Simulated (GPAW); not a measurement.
**Magnetic state of FeSb from several starts**

A self-consistent run ends on one state, which hangs on the start. Several orders of FeSb are started in GPAW and their energies compared.

Main program and level: GPAW 26.7.0; LDA; plane waves with GPAW's PAW setups, scalar-relativistic.

The database entry behind the starting cell differs from later determinations by our own check (0.1 to 0.3 % short, probably kX units), so it need not match the best structure at ambient conditions.

## 1. The starting structure

It takes space group P6_3/mmc (No. 194, hexagonal). Conventional cell: a = 4.060 Å, b = 4.060 Å, c = 5.130 Å, α = 90.00°, β = 90.00°, γ = 120.00°. Nearest to Fe lie 2 Fe at 2.56 Å and 6 Sb at 2.67 Å. Nearest to Sb lie 6 Fe at 2.67 Å. Farther neighbours are not listed.

## 2. Order 1, typed as ferro ++

Parallel moments need no larger cell; this start tests for a ferromagnetic state only.

Input file order1.py:

```python
import json
import numpy as np
from ase import Atoms
from ase.parallel import paropen, parprint
from gpaw import GPAW

atoms = Atoms(['Fe', 'Fe', 'Sb', 'Sb'],
    cell=[[4.06, 0.0, 0.0],
         [-2.03, 3.51606314, 0.0],
         [0.0, 0.0, 5.13]],
    scaled_positions=[[0.0, 0.0, 0.0],
         [0.0, 0.0, 0.5],
         [0.33333333, 0.66666667, 0.25],
         [0.66666667, 0.33333333, 0.75]],
    pbc=True,
    magmoms=[2.8, 2.8, 0.0, 0.0])
atoms.calc = GPAW(mode={'name': 'pw', 'ecut': 550},
    xc='LDA',
    kpts={'size': (8, 8, 8), 'gamma': True},
    occupations={'name': 'fermi-dirac', 'width': 0.1},
    convergence={'density': 1e-05, 'energy': 1e-05},
    maxiter=200,
    symmetry={'tolerance': 1e-4},
    txt='order1.txt')
e = atoms.get_potential_energy(force_consistent=True)
res = {'free_energy': e, 'energy_sigma0': atoms.get_potential_energy(), 'fermi_energy': atoms.calc.get_fermi_level()}
res['moments'] = atoms.get_magnetic_moments().tolist()
res['total'] = atoms.get_magnetic_moment()
parprint('site moments (muB):', np.round(res['moments'], 3))
parprint(f"total moment: {res['total']:.3f} muB")
parprint(f'free energy: {e:.6f} eV')
atoms.calc.write('order1.gpw')
with paropen('results.json', 'w') as f:
    json.dump(res, f)
```

The run is started by

```
OMP_NUM_THREADS=1 mpirun -n 8 gpaw python order1.py > order1.log
```

What it wrote:

```text
site moments (muB): [ 1.45   1.45  -0.059 -0.059]
total moment: 2.799 muB
free energy: -30.531466 eV

--- order1.txt ---
Input parameters:
  mode=PW(ecut=550),
  convergence={'density': 1e-05, 'energy': 1e-05},
  kpts=MonkhorstPack(size=(8, 8, 8), gamma=True),
  maxiter=200,
  occupations=Occupations(name='fermi-dirac', width=0.1),
  symmetry=Symmetry(tolerance=0.0001),
  xc=XC(name='LDA')

Diagonalizing LCAO Hamiltonian
Converting LCAO to pw mode

             Sb

       FeSb

       Fe

Atoms  # Å, Bohr magnetons
|   | symbol |         x |        y |        z |    initial magnetic moments |
|---|--------|-----------|----------|----------|-----------------------------|
| 0 |     Fe |  0.000000 | 0.000000 | 0.000000 | ( 0.0000,  0.0000,  2.8000) |
| 1 |     Fe |  0.000000 | 0.000000 | 2.565000 | ( 0.0000,  0.0000,  2.8000) |
| 2 |     Sb | -0.000000 | 2.344042 | 1.282500 | ( 0.0000,  0.0000,  0.0000) |
| 3 |     Sb |  2.030000 | 1.172021 | 3.847500 | ( 0.0000,  0.0000,  0.0000) |

Unit cell  # Å
| periodic |         x |        y |        z |  lengths |     angles |
|----------|-----------|----------|----------|----------|------------|
|      yes |  4.060000 | 0.000000 | 0.000000 | 4.060000 |  90.000000 |
|      yes | -2.030000 | 3.516063 | 0.000000 | 4.060000 |  90.000000 |
|      yes |  0.000000 | 0.000000 | 5.130000 | 5.130000 | 120.000000 |

Number of symmetries: 12

BZ-sampling:
  Number of BZ points: 512
  Number of IBZ points: 65

  Monkhorst-Pack size: [8, 8, 8]
  Monkhorst-Pack shift: [0.0625, 0.0625, 0.0625]

K-points  # in reciprocal-cell coordinates
|     |                                coordinates |     weight |
|-----|--------------------------------------------|------------|
|   0 | (  0.00000000,   0.00000000,   0.00000000) | 0.00195312 |
|   1 | (  0.00000000,   0.00000000,   0.12500000) | 0.00390625 |
|   2 | (  0.00000000,   0.00000000,   0.25000000) | 0.00390625 |
|   3 | (  0.00000000,   0.00000000,   0.37500000) | 0.00390625 |
|   4 | (  0.00000000,   0.00000000,   0.50000000) | 0.00195312 |
|   5 | (  0.12500000,   0.00000000,  -0.37500000) | 0.01171875 |
|   6 | (  0.12500000,   0.00000000,  -0.25000000) | 0.01171875 |
|   7 | (  0.12500000,   0.00000000,  -0.12500000) | 0.01171875 |
|   8 | (  0.12500000,   0.00000000,   0.00000000) | 0.01171875 |
|   9 | (  0.12500000,   0.00000000,   0.12500000) | 0.01171875 |
| ... |                                            |            |
|  64 | (  0.50000000,   0.50000000,   0.50000000) | 0.00585938 |

Plane wave coefficients: 2197
Cutoff: 550.0 eV

Spin-components: 2 (collinear spins)
Bands:           35
Projectors:      24
Spin-degeneracy: 1
Datatype:        complex128

Parallelization:
  kpt:    8
  domain: 1
  band:   1

Density:
  Valence electrons: 46.0
  Components: 2
  Grid points: [24 24 28]
  Charge: 0.0  # |e|

Potential:
  Grid points: [24 24 28]

species:
  Fe:
    name:    Iron
    Z:       26.0
    valence: 8
    core:    18
    charge:  0.0  # [|e|]
    compensation charges:
      type: gauss
      rc: 0.33  # [Å]
      lmax: 2
    cutoffs:
      filter: 2.06  # [Å]
      core: 2.67  # [Å]
    projectors
    | kind |    occ | energy [eV] | rcut [Å] |
    |------|--------|-------------|----------|
    |   4s |  2.000 |      -5.481 |    1.164 |
    |   4p |  0.000 |      -1.431 |    1.058 |
    |   3d |  6.000 |      -7.753 |    1.058 |
    |    s |        |      21.730 |    1.164 |
    |    p |        |      25.780 |    1.058 |
    |    d |        |      19.459 |    1.058 |

    Using partial waves for Fe as LCAO basis

  Sb:
    name:    Antimony
    Z:       51.0
    valence: 15
    core:    36
    charge:  0.0  # [|e|]
    compensation charges:
      type: gauss
      rc: 0.36  # [Å]
      lmax: 2
    cutoffs:
      filter: 2.23  # [Å]
      core: 2.23  # [Å]
    projectors
    | kind |    occ | energy [eV] | rcut [Å] |
    |------|--------|-------------|----------|
    |   5s |  2.000 |     -13.069 |    1.154 |
    |   5p |  3.000 |      -4.994 |    1.233 |
    |   4d | 10.000 |     -33.564 |    1.196 |
    |    s |        |      14.142 |    1.154 |
    |    p |        |      22.217 |    1.233 |
    |    d |        |      -6.353 |    1.196 |

    Using partial waves for Sb as LCAO basis

Reference energy: -421380.751353  # eV

eigensolver:
  PPCG
  Converge bands: occupied
  niter=2

density mixing:
  MSR1-Mixer
  Pratt-step length: 0.05
  Maximum mixing coefficient: 0.75
  Old densities: 10
  SVD Regularization: 0.005
  Good broyden scale: 1.0
  Trust region scale: 1.0
  Backstep threshold: 4.0
  History deletion threshold: 6.0
  Fourier metric: weight=20.0, sigma=0.015

occupation numbers:
  Fermi-Dirac:
    width: 0.1000  # eV

poisson solver:
  ecut: 4400.0  # eV

xc functional:
  name: None

convergence criteria:
- Maximum integral of absolute [dens]ity change: 1e-05 electrons / valence electron
- Maximum [total energy] change in last 3 cyles: 1e-05 eV / valence electron
- Maximum integral of absolute [eigenst]ate change: 4e-08 eV^2 / valence electron
maximum number of iterations: 200

SCF iterations
|iter     |      energy | eigst |  dens |  magmom |
|---------|-------------|-------|-------|---------|
|iter:   1|       0s |  -32.048743 | +0.65 |       |  +5.6078|
|iter:   2|       2s |  -31.038245 | -1.16 | -0.86 |  +5.4861|
|iter:   3|       4s |  -30.405987 | -1.46 | -1.00 |  +5.1300|
|iter:   4|       6s |  -30.349965 | -2.36 | -1.26 |  +4.6277|
|iter:   5|       8s |  -30.671246 | -2.11 | -1.46 |  +3.9359|
|iter:   6|      10s |  -30.421382 | -2.18 | -1.23 |  +3.8958|
|iter:   7|      13s |  -30.431514 | -3.08 | -1.68 |  +3.5555|
|iter:   8|      15s |  -30.445714 | -3.29 | -1.93 |  +3.1846|
|iter:   9|      17s |  -30.454855 | -3.14 | -2.01 |  +2.8635|
|iter:  10|      19s |  -30.455729 | -3.52 | -2.22 |  +2.7110|
|iter:  11|      21s |  -30.455653 | -4.14 | -2.58 |  +2.7774|
|iter:  12|      23s |  -30.455575c| -5.49 | -3.39 |  +2.7916|
|iter:  13|      25s |  -30.455563c| -6.38 | -3.84 |  +2.7967|
|iter:  14|      27s |  -30.455558c| -6.84 | -4.08 |  +2.7988|
|iter:  15|      29s |  -30.455555c| -7.47c| -4.54 |  +2.7996|
|iter:  16|      30s |  -30.455556c| -7.60c| -4.49 |  +2.7996|
|iter:  17|      31s |  -30.455556c| -7.92c| -4.84 |  +2.7994|
|iter:  18|      32s |  -30.455557c| -8.02c| -5.36c|  +2.7992|

Converged in 18 steps
Energy contributions relative to reference atoms: (reference = -421380.751353)

Energy contributions:
  Kinetic:           6.619867
  Coulomb:          -4.233279
  Zero:              0.301223
  External:          0.000000
  Xc:              -33.067459
  Entropy:          -0.151820
  Spinorbit:         0.000000
  ----------------------------
  Free energy:     -30.531466
  Extrapolated:    -30.455557

dipole moment: (-9.912450, -17.168867, -12.524872)  # |e|*Ang

Total magnetic moment: (0.000000, 0.000000, 2.799230)

Local magnetic moments
|        x |        y |         z |
|----------|----------|-----------|
| 0.000000 | 0.000000 |  1.449791 |  # Fe   0
| 0.000000 | 0.000000 |  1.449755 |  # Fe   1
| 0.000000 | 0.000000 | -0.059492 |  # Sb   2
| 0.000000 | 0.000000 | -0.059492 |  # Sb   3

Fermi level: 8.684
Eigenvalues  # (at kpt = [0.000, 0.000, 0.000])
| band index |      eig [eV] | occ [0-1] |      eig [eV] | occ [0-1] |
|------------|---------------|-----------|---------------|-----------|
|          0 |       -20.149 |     1.000 |       -20.164 |     1.000 |
|        ... |               |           |               |           |
|         13 |         4.941 |     1.000 |         5.536 |     1.000 |
|         14 |         4.942 |     1.000 |         5.536 |     1.000 |
|         15 |         5.730 |     1.000 |         6.652 |     1.000 |
|         16 |         6.359 |     1.000 |         7.553 |     1.000 |
|         17 |         6.359 |     1.000 |         7.553 |     1.000 |
|         18 |         7.161 |     1.000 |         8.279 |     0.983 |
|         19 |         7.161 |     1.000 |         8.280 |     0.983 |
|         20 |         7.846 |     1.000 |         9.352 |     0.001 |
|         21 |         7.847 |     1.000 |         9.352 |     0.001 |
|         22 |         9.301 |     0.002 |         9.409 |     0.001 |
|         23 |         9.301 |     0.002 |         9.409 |     0.001 |
|         24 |         9.514 |     0.000 |        10.712 |     0.000 |
|         25 |        11.557 |     0.000 |        11.744 |     0.000 |
|         26 |        11.557 |     0.000 |        12.269 |     0.000 |
|         27 |        11.726 |     0.000 |        12.269 |     0.000 |
|         28 |        12.478 |     0.000 |        12.429 |     0.000 |
|        ... |               |           |               |           |
|         34 |        21.504 |     0.000 |        21.952 |     0.000 |

No gap
No difference between direct/indirect transitions
```

It took 38 s on 8 MPI ranks of Arm Neoverse V2, shared host; peak memory 1.7 GiB; 5 min of CPU time.

Spin moment in the augmentation sphere by atom:

```tsv
atom	spin moment in the augmentation sphere (μB)
Fe1	1.45
Fe2	1.45
Sb3	-0.06
Sb4	-0.06
```

Numbers from this step:

| Item | Value |
| --- | --- |
| magnetization | 2.799 μB |
| final state | ferromagnetic |

After 18 cycles the largest moment stands at 1.45 μB.

## 3. Start 2: antiferro q=(0,1/2,1/2) +-+-

An opposed order shows whether the pairs that it reverses prefer unlike signs.

This order needs a doubled cell of 8 atoms. Its mesh is chosen so that both cells sample the same points.

Input file order2.py:

```python
import json
import numpy as np
from ase import Atoms
from ase.parallel import paropen, parprint
from gpaw import GPAW

atoms = Atoms(['Fe', 'Fe', 'Fe', 'Fe', 'Sb', 'Sb', 'Sb', 'Sb'],
    cell=[[4.06, 0.0, 0.0],
         [-4.06, 7.03212628, 0.0],
         [-2.03, 3.51606314, 5.13]],
    scaled_positions=[[0.0, 0.0, 0.0],
         [0.0, 0.5, 0.0],
         [0.0, 0.75, 0.5],
         [0.0, 0.25, 0.5],
         [0.33333333, 0.20833333, 0.25],
         [0.33333333, 0.70833333, 0.25],
         [0.66666667, 0.79166667, 0.75],
         [0.66666667, 0.29166667, 0.75]],
    pbc=True,
    magmoms=[2.8, -2.8, 2.8, -2.8, 0.0, 0.0, 0.0, 0.0])
atoms.calc = GPAW(mode={'name': 'pw', 'ecut': 550},
    xc='LDA',
    kpts={'size': (8, 4, 8), 'gamma': True},
    occupations={'name': 'fermi-dirac', 'width': 0.1},
    convergence={'density': 1e-05, 'energy': 1e-05},
    maxiter=200,
    symmetry={'tolerance': 1e-4},
    txt='order2.txt')
e = atoms.get_potential_energy(force_consistent=True)
res = {'free_energy': e, 'energy_sigma0': atoms.get_potential_energy(), 'fermi_energy': atoms.calc.get_fermi_level()}
res['moments'] = atoms.get_magnetic_moments().tolist()
res['total'] = atoms.get_magnetic_moment()
parprint('site moments (muB):', np.round(res['moments'], 3))
parprint(f"total moment: {res['total']:.3f} muB")
parprint(f'free energy: {e:.6f} eV')
atoms.calc.write('order2.gpw')
with paropen('results.json', 'w') as f:
    json.dump(res, f)
```

The run is started by

```
OMP_NUM_THREADS=1 mpirun -n 8 gpaw python order2.py > order2.log
```

What it wrote:

```text
site moments (muB): [ 1.52  -1.52   1.52  -1.52   0.011 -0.011 -0.    -0.   ]
total moment: 0.000 muB
free energy: -60.936822 eV

--- order2.txt ---
Input parameters:
  mode=PW(ecut=550),
  convergence={'density': 1e-05, 'energy': 1e-05},
  kpts=MonkhorstPack(size=(8, 4, 8), gamma=True),
  maxiter=200,
  occupations=Occupations(name='fermi-dirac', width=0.1),
  symmetry=Symmetry(tolerance=0.0001),
  xc=XC(name='LDA')

Diagonalizing LCAO Hamiltonian
Converting LCAO to pw mode

                 Sb

           Fe       Sb

              FeSb

                   Sb
              Fe

                 Fe

Atoms  # Å, Bohr magnetons
|   | symbol |         x |        y |        z |    initial magnetic moments |
|---|--------|-----------|----------|----------|-----------------------------|
| 0 |     Fe |  0.000000 | 0.000000 | 0.000000 | ( 0.0000,  0.0000,  2.8000) |
| 1 |     Fe | -2.030000 | 3.516063 | 0.000000 | ( 0.0000,  0.0000, -2.8000) |
| 2 |     Fe | -4.060000 | 7.032126 | 2.565000 | ( 0.0000,  0.0000,  2.8000) |
| 3 |     Fe | -2.030000 | 3.516063 | 2.565000 | ( 0.0000,  0.0000, -2.8000) |
| 4 |     Sb | -0.000000 | 2.344042 | 1.282500 | ( 0.0000,  0.0000,  0.0000) |
| 5 |     Sb | -2.030000 | 5.860105 | 1.282500 | ( 0.0000,  0.0000,  0.0000) |
| 6 |     Sb | -2.030000 | 8.204147 | 3.847500 | ( 0.0000,  0.0000,  0.0000) |
| 7 |     Sb | -0.000000 | 4.688084 | 3.847500 | ( 0.0000,  0.0000,  0.0000) |

Unit cell  # Å
| periodic |         x |        y |        z |  lengths |     angles |
|----------|-----------|----------|----------|----------|------------|
|      yes |  4.060000 | 0.000000 | 0.000000 | 4.060000 |  51.641098 |
|      yes | -4.060000 | 7.032126 | 0.000000 | 8.120000 | 108.076873 |
|      yes | -2.030000 | 3.516063 | 5.130000 | 6.542209 | 120.000000 |

Number of symmetries: 1

BZ-sampling:
  Number of BZ points: 256
  Number of IBZ points: 132

  Monkhorst-Pack size: [8, 4, 8]
  Monkhorst-Pack shift: [0.0625, 0.125, 0.0625]

Plane wave coefficients: 4349
Cutoff: 550.0 eV

Spin-components: 2 (collinear spins)
Bands:           60
Projectors:      48
Spin-degeneracy: 1
Datatype:        complex128

Parallelization:
  kpt:    8
  domain: 1
  band:   1

Density:
  Valence electrons: 92.0
  Components: 2
  Grid points: [24 45 36]
  Charge: 0.0  # |e|

Potential:
  Grid points: [24 45 36]

[... setups left out ...]
Reference energy: -842761.502707  # eV

eigensolver:
  PPCG
  Converge bands: occupied
  niter=2

density mixing:
  MSR1-Mixer
  Pratt-step length: 0.05
  Maximum mixing coefficient: 0.75
  Old densities: 10
  SVD Regularization: 0.005
  Good broyden scale: 1.0
  Trust region scale: 1.0
  Backstep threshold: 4.0
  History deletion threshold: 6.0
  Fourier metric: weight=20.0, sigma=0.015

occupation numbers:
  Fermi-Dirac:
    width: 0.1000  # eV

poisson solver:
  ecut: 4400.0  # eV

xc functional:
  name: None

convergence criteria:
- Maximum integral of absolute [dens]ity change: 1e-05 electrons / valence electron
- Maximum [total energy] change in last 3 cyles: 1e-05 eV / valence electron
- Maximum integral of absolute [eigenst]ate change: 4e-08 eV^2 / valence electron
maximum number of iterations: 200

SCF iterations
|iter     |      energy | eigst |  dens |  magmom |
|---------|-------------|-------|-------|---------|
|iter:   1|       0s |  -63.927633 | +0.80 |       |  -0.0000|
|iter:   2|      17s |  -61.897810 | -0.63 | -0.86 |  -0.0000|
|iter:   3|      34s |  -60.722768 | -0.91 | -1.00 |  +0.0000|
|iter:   4|      50s |  -60.613405 | -1.52 | -1.27 |  -0.0001|
|iter:   5|      66s |  -60.729560 | -1.83 | -1.50 |  +0.0025|
|iter:   6|      83s |  -60.967167 | -2.03 | -1.74 |  -0.0055|
|iter:   7|      99s |  -60.791077 | -2.08 | -1.41 |  -0.0110|
|iter:   8|     116s |  -60.866573 | -2.20 | -1.84 |  +0.0142|
|iter:   9|     132s |  -66.969152 | -0.73 | -1.65 |  -0.1537|
|iter:  10|     149s |  -60.782372 | -0.89 | -0.85 |  -0.0268|
|iter:  11|     165s |  -60.853614 | -2.05 | -1.98 |  -0.0153|
|iter:  12|     181s |  -60.783215 | -2.65 | -1.65 |  -0.0216|
|iter:  13|     197s |  -60.786047 | -3.30 | -2.21 |  -0.0128|
|iter:  14|     213s |  -60.787307 | -3.31 | -2.50 |  -0.0038|
|iter:  15|     230s |  -60.786305 | -3.55 | -2.75 |  -0.0060|
|iter:  16|     246s |  -60.786148 | -4.13 | -3.00 |  -0.0049|
|iter:  17|     262s |  -60.786132c| -4.51 | -3.52 |  -0.0042|
|iter:  18|     278s |  -60.786122c| -4.75 | -3.69 |  -0.0031|
|iter:  19|     295s |  -60.786206c| -4.94 | -3.94 |  -0.0028|
|iter:  20|     311s |  -60.786127c| -5.13 | -3.15 |  -0.0027|
|iter:  21|     327s |  -60.786130c| -5.45 | -4.59 |  -0.0023|
|iter:  22|     343s |  -60.786133c| -5.68 | -4.48 |  -0.0017|
|iter:  23|     360s |  -60.786133c| -5.90 | -4.40 |  -0.0014|
|iter:  24|     376s |  -60.786133c| -6.13 | -4.50 |  -0.0012|
|iter:  25|     392s |  -60.786133c| -6.35 | -4.48 |  -0.0008|
|iter:  26|     408s |  -60.786135c| -6.56 | -4.78 |  -0.0005|
|iter:  27|     424s |  -60.786135c| -6.78 | -4.95 |  -0.0002|
|iter:  28|     440s |  -60.786135c| -6.99 | -4.91 |  -0.0000|
|iter:  29|     456s |  -60.786136c| -7.20 | -5.45c|  -0.0000|
|iter:  30|     465s |  -60.786136c| -7.53c| -5.57c|  +0.0001|

Converged in 30 steps
Energy contributions relative to reference atoms: (reference = -842761.502707)

Energy contributions:
  Kinetic:          15.899054
  Coulomb:         -10.767622
  Zero:              0.601248
  External:          0.000000
  Xc:              -66.368130
  Entropy:          -0.301373
  Spinorbit:         0.000000
  ----------------------------
  Free energy:     -60.936822
  Extrapolated:    -60.786136

dipole moment: (-19.812711, -34.391926, -25.069109)  # |e|*Ang

Total magnetic moment: (0.000000, 0.000000, 0.000055)

Local magnetic moments
|        x |        y |         z |
|----------|----------|-----------|
| 0.000000 | 0.000000 |  1.520213 |  # Fe   0
| 0.000000 | 0.000000 | -1.520196 |  # Fe   1
| 0.000000 | 0.000000 |  1.520338 |  # Fe   2
| 0.000000 | 0.000000 | -1.520300 |  # Fe   3
| 0.000000 | 0.000000 |  0.010911 |  # Sb   4
| 0.000000 | 0.000000 | -0.010912 |  # Sb   5
| 0.000000 | 0.000000 | -0.000001 |  # Sb   6
| 0.000000 | 0.000000 | -0.000000 |  # Sb   7

Fermi level: 8.695
Eigenvalues  # (at kpt = [0.000, 0.000, 0.000])
| band index |      eig [eV] | occ [0-1] |      eig [eV] | occ [0-1] |
|------------|---------------|-----------|---------------|-----------|
|          0 |       -20.145 |     1.000 |       -20.145 |     1.000 |
|        ... |               |           |               |           |
|         37 |         7.387 |     1.000 |         7.387 |     1.000 |
|         38 |         7.399 |     1.000 |         7.399 |     1.000 |
|         39 |         7.830 |     1.000 |         7.830 |     1.000 |
|         40 |         8.036 |     0.999 |         8.036 |     0.999 |
|         41 |         8.059 |     0.998 |         8.059 |     0.998 |
|         42 |         8.179 |     0.994 |         8.179 |     0.994 |
|         43 |         8.221 |     0.991 |         8.221 |     0.991 |
|         44 |         8.652 |     0.605 |         8.652 |     0.605 |
|         45 |         9.040 |     0.031 |         9.040 |     0.031 |
|         46 |         9.324 |     0.002 |         9.324 |     0.002 |
|         47 |         9.333 |     0.002 |         9.333 |     0.002 |
|         48 |         9.702 |     0.000 |         9.702 |     0.000 |
|         49 |         9.908 |     0.000 |         9.908 |     0.000 |
|         50 |        10.209 |     0.000 |        10.209 |     0.000 |
|         51 |        10.909 |     0.000 |        10.909 |     0.000 |
|         52 |        11.069 |     0.000 |        11.069 |     0.000 |
|        ... |               |           |               |           |
|         59 |        14.433 |     0.000 |        14.433 |     0.000 |

No gap
No difference between direct/indirect transitions
```

The job ended after 8.2 min (8 MPI ranks; peak memory 3.2 GiB).

Spin moment in the augmentation sphere by atom:

```tsv
atom	spin moment in the augmentation sphere (μB)
Fe1	1.52
Fe2	-1.52
Fe3	1.52
Fe4	-1.52
Sb5	0.01
Sb6	-0.01
Sb7	0.00
Sb8	0.00
```

Read from the output:

```yaml
magnetization: 0 μB
final_state: antiferromagnetic
```

It lies 31.5 meV a seeded atom over the first start, and its largest moment is 1.52 μB against 1.45 μB.

[end of part 1 of 2]

[Logs and program files are shortened in this print: banners, set-up blocks, solver, clock and traceback lines can be left out without a mark of their own.]

[Logs are printed without paths, hosts, clocks, repeated set-up lines and the standing remarks that a program may print on its own settings, such as how far it seeks lower states.]

[Hosts, paths, dates, database ids (printed as entryN), source tags and the programs' standing remarks are cut or masked in the printed files.]

[Where a cell is said to come from a database of computed structures, the database is the Materials Project.]
